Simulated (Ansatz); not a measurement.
**Changed inputs in constrained RPA: RbGdSe2 (R-3m)**

What does U in RbGdSe2 (R-3m) depend on besides the window?

Program: Ansatz 0.2.0. Level of theory: constrained RPA on LDA, plane waves, PAW. Results are calculated unless marked as measured.

## Step 1: Starting point

Symmetry: R-3m, No. 166, trigonal system. Conventional cell: a = 4.247 Å, b = 4.247 Å, c = 23.689 Å, α = 90.00°, β = 90.00°, γ = 120.00°. Nearest to Rb lie 6 Se at 3.41 Å. Gd has 6 Se at 2.91 Å nearest. Nearest to Se lie 3 Gd at 2.91 Å and 3 Rb at 3.41 Å. Farther neighbours and most contacts between anions are not listed.

The cell and positions come from the Crystallography Open Database and are kept as given unless a step says otherwise. Spin-orbit coupling is left out unless a step names it. The default PAW set here is soft_2. Its files were made with PBE.

## Step 2: Base: Gd f, bands v4 to c3, 4×4×4 mesh, medium accuracy

Constrained RPA screens the interaction with every transition except those inside the target bands, which a later many-body model would treat itself.

input.yaml

```yaml
crystal:
  lattice:
    - [3.55785196, 6.5611466, 3.55785197]
    - [3.55785196, 3.55785197, 6.5611466]
    - [6.5611466, 3.55785197, 3.55785197]
  atoms:
    - { symbol: Rb, position: [0.0, 0.0, 0.0] }
    - { symbol: Gd, position: [0.5, 0.5, 0.5] }
    - { symbol: Se, position: [0.23314, 0.23314, 0.23314] }
    - { symbol: Se, position: [0.76686, 0.76686, 0.76686] }
kpoints:
  mp_grid: { grid: [8, 8, 8] }
hamiltonian:
  xc: lda
scf:
  occupations: { method: gaussian, width: 0.08 }
  n_extra_bands: 21
  max_iter: 150
output:
  crpa:
    kmesh: [4, 4, 4]
    target_bands: [v4, c3]
    projections: [{ species: Gd, l: f, shell: 4 }]
  local_orbitals:
    kmesh: [8, 8, 8]
    orbitals: [{ species: Gd, l: f, shell: 4 }]
    window: { bands: [v4, c3] }
    seedname: lo
```

Launch:

```sh
ansatz run input.yaml --threads 4 --pin off --max-ram 9216MiB --backend cpu --events-out ev --progress --plain --runs-dir out
```

Numbers of over 12 decimals in the logs are rounded to 6 here.

Output:

```text
Gd: projections on atomic orbitals take those of the free atom [Kr 4d10] 4f7 5s2 5p6 5d1 6s2, of charge +0.00 (hamiltonian.pseudopotentials.projection_atoms); the dataset's partial waves leave at most 2.5e-4 of an orbital's norm unspanned inside its sphere
scf.n_extra_bands = 21 over 30 filled bands (N_el = 59.0): the run solves 51 bands
Engine: ansatz 0.2.0, aarch64-unknown-linux-gnu
Pseudopotentials: kind: paw
Pseudopotential: Rb, paw, valence charge 9, recommended cutoff 420 eV (normal), Rb.paw.azcp
Pseudopotential: Gd, paw, valence charge 18, recommended cutoff 420 eV (normal), Gd.paw.azcp
Pseudopotential: Se, paw, valence charge 16, recommended cutoff 420 eV (normal), Se.paw.azcp
Functional definition: SPW92
  exchange = slater_x
  correlation = pw_c
Crystal: 4 atoms, lattice volume = 123.362 Å³
Basis set: ecut = 420 eV, 2403 PW (Γ)
Bands: 51, of which v1, the nominal top of the filled ones, is band 30 counted from 1 (29 counted from 0)
Symmetry: 12 space group operations
Space group: R-3m (ITA 166), of the structure as read, at distance tolerance 5.0e-5 Å
k-points: 65 of 512
Non-local potential: Rb, projectors of the file, l = 0: 3, l = 1: 2, l = 2: 2
Non-local potential: Gd, projectors of the file, l = 0: 3, l = 1: 2, l = 2: 2, l = 3: 3
Non-local potential: Se, projectors of the file, l = 0: 2, l = 1: 2, l = 2: 3, l = 3: 1
PAW form: soft (Blöchl's): semilocal exchange-correlation on the pseudo side does not see the compensation charge
PAW frozen core: Rb, regenerated for the run's functional, and the local potential with it (the file was generated under x = pbe(κ = 0.804, μ = 0.219515), c = pbe(β = 0.066725))
PAW frozen core: Gd, regenerated for the run's functional, and the local potential with it (the file was generated under x = pbe(κ = 0.804, μ = 0.219515), c = pbe(β = 0.066725))
PAW frozen core: Se, regenerated for the run's functional, and the local potential with it (the file was generated under x = pbe(κ = 0.804, μ = 0.219515), c = pbe(β = 0.066725))
PAW one-centre angular grid: Rb, 110 points (default); XC on 64 Gauss nodes
PAW one-centre angular grid: Gd, 590 points (default); XC on 64 Gauss nodes
PAW one-centre angular grid: Se, 590 points (default); XC on 64 Gauss nodes
Initial density: superposition of atomic densities (neutral atoms: chi_scale 0, normalization atom), corrected by the library's trained network
Initial wavefunctions: pseudopotential atomic-orbital guess
Functional: x = slater, c = lda
SCF iter   1: F=—  HF=-23063.669651 eV  |F-HF|=—  |Δ(HF+E_count)|=         —  Δρ=1.61e-2  dr2=4.03e-1  ethr=1.77e-3  ⟨swp⟩=5.3  Hψ=13678  notcnv=0  defer=596
preconditioner: auto → LDOS  [metal: Δε(μ)=0.002 eV  Ē_g=13.283 eV  σ=0.080 eV  W_gap=0.01  n_scr=30 (ndim 8)  ℏωp=19.8 eV  f_vac=0.083  D(μ)=57.44/eV (n_scr^D=1624)  β→1.0]
[...]
NSCF: frozen V_eff on 13 k-points
[...]
cRPA screening: q 1/64
cRPA screening: q 2/64
cRPA screening: q 8/64 (q-point 3)
cRPA screening: q 11/64 (q-point 6)
cRPA screening: q 17/64 (q-point 7)
cRPA screening: q 29/64 (q-point 8)
cRPA screening: q 35/64 (q-point 11)
cRPA screening: q 38/64 (q-point 22)
cRPA screening: q 40/64 (q-point 23)
cRPA screening: q 46/64 (q-point 24)
cRPA screening: q 52/64 (q-point 27)
cRPA screening: q 58/64 (q-point 28)
cRPA screening: q 64/64 (q-point 43)
SCF converged after 16 iterations
Free energy (F): -23063.643996 eV
Harris-Foulkes:  -23063.643996 eV  (|F-HF|=7.10e-9)
Internal energy: -23063.450915 eV  (E = F + TS)
E sigma→0 (E₀):  -23063.547456 eV
Entropy (-TS):   -0.193081 eV (-48.270 meV/atom)
Fermi energy:    7.294042 eV
--- Per-component energies (eV) ---
  E_band       = -894.419974
  E_kinetic    = 832.451178
  E_local      = -9051.519412  (includes V_loc(G=0)·N_el)
  E_nonlocal   = -688.800102
  E_hartree    = 4161.824091
  E_xc         = -565.943631
  E_vxc        = -583.836274  (∫ρ·V_xc dr)
  E_paw        = -12426.892405  (= ΣΔE_a)
  E_vpaw       = 273.638285  (= ΣTr[D̂ρ^β])
  E_aug_tail   = -0.001212  (compensation charges beyond the density's cutoff)
  E_ewald      = -5330.554439
  E_core_change = 5.985017  (= ΣΔE_core)
  E_smearing   = -0.193081  (= −TS)
  E_closure    = -0.000000  (closes the sum)
  Σ components = -23063.643996   (vs F -23063.643996, Δ=0.00e0)
--- Band table (eV; the first three rows and the last of 65) ---
  k-point 0: bands = [... 26 lower, 7.2526, 7.2676, 7.2676, 7.3012, 7.6618, 7.7784, 7.7784, 9.5044, ... 17 higher]
  k-point 1: bands = [... 26 lower, 7.2578, 7.2669, 7.2678, 7.3008, 7.4998, 7.6120, 7.6609, 9.9182, ... 17 higher]
  k-point 2: bands = [... 26 lower, 7.2565, 7.2629, 7.2668, 7.2927, 7.3239, 7.4782, 7.5090, 9.8976, ... 17 higher]
  k-point 64: bands = [... 26 lower, 7.2441, 7.2669, 7.2669, 7.3012, 7.4272, 7.7148, 7.7148, 10.3856, ... 17 higher]
--- cRPA (band scheme, projected local orbitals): target bands 27..33 (1-based), 7 Wannier function(s), 4×4×4 mesh, 66 bands' worth read of 71 solved, ecut_chi 136.0 eV, v(q+G=0) probe_charge, pair densities all_electron ---
  bands read: the sum over 66 bands ends inside a degenerate multiplet in 2 slots, whose members it reads at an even weight; the widest, k=0: bands 66 to 67 (counted from 1) at 1/2 each
  χ-basis size per q: N_G = 429..450
  window electrons = 7.0000, filled by tetrahedron_uncorrected; constrained ε̄⁻¹(q = 0, 0) head = 0.171658; min gauge Gram eig = 0.6209
  Kanamori averages over each shell's own Wannier functions (sites counted from 0, functions from 1):
    Site 1, 4F, 7 of 7 f orbitals (Wannier functions 1, 2, 3, 4, 5, 6, 7; wannier90's mr 1, 2, 3, 4, 5, 6, 7):
      screened: U = 3.9007 eV, U' = 2.7414 eV, J = 0.5598 eV
      screened f-shell averages: U_bar = F0 = 2.9070 eV, J_bar = 0.7254 eV
      screened, to within: U = 1.0e-2 eV, U' = 1.0e-2 eV, J = 1.1e-3 eV
      screened f-shell averages, to within: U_bar = 8.1e-3 eV, J_bar = 1.5e-3 eV
      bare: V = 27.8832 eV, V' = 26.2686 eV, J = 0.7527 eV
      bare f-shell averages: V_bar = F0 = 26.4993 eV, J_bar = 0.9833 eV
  Hermiticity witness max|P − P†| over intra, direct and exchange elements: 2.84e-14 eV (screened), 1.07e-14 eV (bare)
  Reality witness max|Im| over intra, direct and exchange elements: 2.91e-13 eV (screened), 1.45e-17 eV (bare)
```

Elapsed: 24 min, on 4 threads of Arm Neoverse V1, shared host; peak memory 1.6 GiB.

In the SCF lines HF is the Harris–Foulkes energy and dr2 the Hartree energy of the density residual, in eV; the loop may stop once dr2 is under the threshold and the program's other checks hold. Hψ counts applications of the Hamiltonian.

Numbers from this step:

```yaml
u: 3.901 eV
u_prime_inter_orbital: 2.741 eV
j: 0.5598 eV
bare_v: 27.88 eV
bare_j: 0.7527 eV
stated_bound_on_u: 0.009943 eV
u_over_bare_v: 0.1399
electrons_in_the_window: 7.000
head_of_the_constrained_inverse_dielectric_matrix: 0.1717
least_eigenvalue_of_the_projection_s_overlap: 0.6209
target_functions: 7
bands_in_the_sums: 66
r_m_s_miss_of_the_model_bands: 0.001455 eV
width_of_the_target_bands: 0.5723 eV
weight_of_the_projected_orbitals_in_the_window: 0.9322
```

On the Gd f shell, screening brings the on-site interaction from 27.9 eV down to U = 3.90 eV.

## Step 3: Changed: 2×2×2 mesh

input.yaml, as its differences from that of step 2:

```diff
@@ -20,9 +20,4 @@
   crpa:
-    kmesh: [4, 4, 4]
+    kmesh: [2, 2, 2]
     target_bands: [v4, c3]
     projections: [{ species: Gd, l: f, shell: 4 }]
-  local_orbitals:
-    kmesh: [8, 8, 8]
-    orbitals: [{ species: Gd, l: f, shell: 4 }]
-    window: { bands: [v4, c3] }
-    seedname: lo
```

Output:

```text
[...]
Crystal: 4 atoms, lattice volume = 123.362 Å³
Basis set: ecut = 420 eV, 2403 PW (Γ)
Bands: 51, of which v1, the nominal top of the filled ones, is band 30 counted from 1 (29 counted from 0)
Symmetry: 12 space group operations
[...]
k-points: 65 of 512
[...]
SCF iter   1: F=—  HF=-23063.669651 eV  |F-HF|=—  |Δ(HF+E_count)|=         —  Δρ=1.61e-2  dr2=4.03e-1  ethr=1.77e-3  ⟨swp⟩=5.3  Hψ=13678  notcnv=0  defer=596
[...]
SCF iter  16: F=-23063.643996 eV  HF=-23063.643996 eV  |F-HF|=7.10e-9  |Δ(HF+E_count)|=   1.96e-8  Δρ=2.74e-6  dr2=6.11e-9  ethr=1.69e-10  ⟨swp⟩=1.0  Hψ=6171  notcnv=0
SCF 1 converged in 16 iterations: F = -23063.643996 eV  dr2 = 6.11e-9
[...]
NSCF: frozen V_eff on 4 k-points
[...]
cRPA screening: q 1/8
cRPA screening: q 2/8
cRPA screening: q 5/8 (q-point 4)
cRPA screening: q 8/8
SCF converged after 16 iterations
Free energy (F): -23063.643996 eV
[...]
Internal energy: -23063.450915 eV  (E = F + TS)
E sigma→0 (E₀):  -23063.547456 eV
Entropy (-TS):   -0.193081 eV (-48.270 meV/atom)
Fermi energy:    7.294042 eV
[...]
--- Band table (eV; the first three rows and the last of 65) ---
  k-point 0: bands = [... 26 lower, 7.2526, 7.2676, 7.2676, 7.3012, 7.6618, 7.7784, 7.7784, 9.5044, ... 17 higher]
  k-point 1: bands = [... 26 lower, 7.2578, 7.2669, 7.2678, 7.3008, 7.4998, 7.6120, 7.6609, 9.9182, ... 17 higher]
  k-point 2: bands = [... 26 lower, 7.2565, 7.2629, 7.2668, 7.2927, 7.3239, 7.4782, 7.5090, 9.8976, ... 17 higher]
  k-point 64: bands = [... 26 lower, 7.2441, 7.2669, 7.2669, 7.3012, 7.4272, 7.7148, 7.7148, 10.3856, ... 17 higher]
[...]
χ-basis size per q: N_G = 429..444
[...]
screened: U = 4.1282 eV, U' = 2.9842 eV, J = 0.5351 eV
      screened f-shell averages: U_bar = F0 = 3.1476 eV, J_bar = 0.6985 eV
      screened, to within: U = 8.6e-3 eV, U' = 8.6e-3 eV, J = 9.7e-4 eV
      screened f-shell averages, to within: U_bar = 6.7e-3 eV, J_bar = 1.3e-3 eV
      bare: V = 27.4814 eV, V' = 25.8945 eV, J = 0.7395 eV
      bare f-shell averages: V_bar = F0 = 26.1212 eV, J_bar = 0.9662 eV
[...]
```

Wall time 99 s (4 threads); peak memory 1.4 GiB.

This step gave:

```
U                                                 : 4.128 eV
U prime (inter-orbital)                           : 2.984 eV
J                                                 : 0.5351 eV
bare V                                            : 27.48 eV
bare J                                            : 0.7395 eV
stated bound on U                                 : 0.008529 eV
U over bare V                                     : 0.1502
electrons in the window                           : 7.000
head of the constrained inverse dielectric matrix : 0.1704
least eigenvalue of the projection's overlap      : 0.6209
target functions                                  : 7
bands in the sums                                 : 66
width of the target bands                         : 0.5723 eV
weight of the projected orbitals in the window    : 0.9322
```

On the Gd f shell, screening brings the on-site interaction from 27.5 eV down to U = 4.13 eV.

## Step 4: Changed: a wide Fermi-Dirac smearing

input.yaml, as its differences from that of step 3:

```diff
@@ -15,3 +15,3 @@
 scf:
-  occupations: { method: gaussian, width: 0.08 }
+  occupations: { method: fermi_dirac, width: 1.0 }
   n_extra_bands: 21
@@ -20,3 +20,3 @@
   crpa:
-    kmesh: [2, 2, 2]
+    kmesh: [4, 4, 4]
     target_bands: [v4, c3]
```

Output:

```text
Gd: projections on atomic orbitals take those of the free atom [Kr 4d10] 4f7 5s2 5p6 5d1 6s2, of charge +0.00 (hamiltonian.pseudopotentials.projection_atoms); the dataset's partial waves leave at most 2.5e-4 of an orbital's norm unspanned inside its sphere
scf.n_extra_bands = 21 over 30 filled bands (N_el = 59.0): the run solves 51 bands
Engine: ansatz 0.2.0, aarch64-unknown-linux-gnu
Pseudopotentials: kind: paw
[...]
k-point 2: bands = [... 26 lower, 7.6729, 7.6856, 7.6961, 7.7236, 7.7533, 7.8682, 7.8860, 9.9108, ... 17 higher]
  k-point 64: bands = [... 26 lower, 7.6486, 7.6960, 7.6960, 7.7405, 7.8614, 8.0257, 8.0257, 10.3958, ... 17 higher]
Error: cRPA refused: cRPA: band v10 at k-index 0 must be full below output.crpa.target_bands = [v4, c3] or empty above, but its occupation deviates by 1.69e-2 of a full band (tolerance 1e-3). Include the band in the window or, for the tail of a fermi_dirac temperature, lower scf.occupations.width or leave the width out
[key lines of the parts left out:]
SCF converged after 10 iterations
Free energy (F): -23074.460957 eV
Fermi energy:    7.852643 eV
```

Wall time 10 s (4 threads); peak memory 0.77 GiB.

The self-consistent loop converged; the step after it was not made. The program's words: cRPA refused: cRPA: band v10 at k-index 0 must be full below output.crpa.target_bands = [v4, c3] or empty above, but its occupation deviates by 1.69e-2 of a full band (tolerance 1e-3). Include the band in the window or, for the tail of a fermi_dirac temperature, lower scf.occupations.width or leave the width out

The fault put into this input: a wide Fermi-Dirac smearing.

## Step 5: Side by side

Times are wall times on 4 threads of Arm Neoverse V1, shared host, good to a factor of about two.

```tsv
run	bare V (eV)	U (eV)	J (eV)	bound on U (eV)	width (eV)	time
target window	27.88	3.901	0.560	0.0099	0.57	24 min
2×2×2 mesh	27.48	4.128	0.535	0.0085	0.57	99 s
```

## Step 6: Outcome

```
target window : U 3.90 eV, J 0.56 eV
2×2×2 mesh    : U 4.13 eV, J 0.54 eV
```

In words: 2×2×2 mesh moves U by +0.23 eV at 0.070 times the time. The printed bound covers the solver alone, not the mesh, and no denser mesh than the base was run. The parent state is non-magnetic and the interaction static (zero frequency); U depends on the window and the orbitals, so it belongs to this model alone.

[Paths, hosts, dates, memory and timing lines, banners, echoed tables and standing remarks are left out of the program output.]

[Logs are printed without paths, hosts, clocks, repeated set-up lines and the standing remarks that a program may print on its own settings, such as how far it seeks lower states.]

[Runs of the session that timed out or met a known fault of the program may be left out.]

[Hosts, paths, dates, database ids (printed as entryN), source tags and the programs' standing remarks are cut or masked in the printed files.]
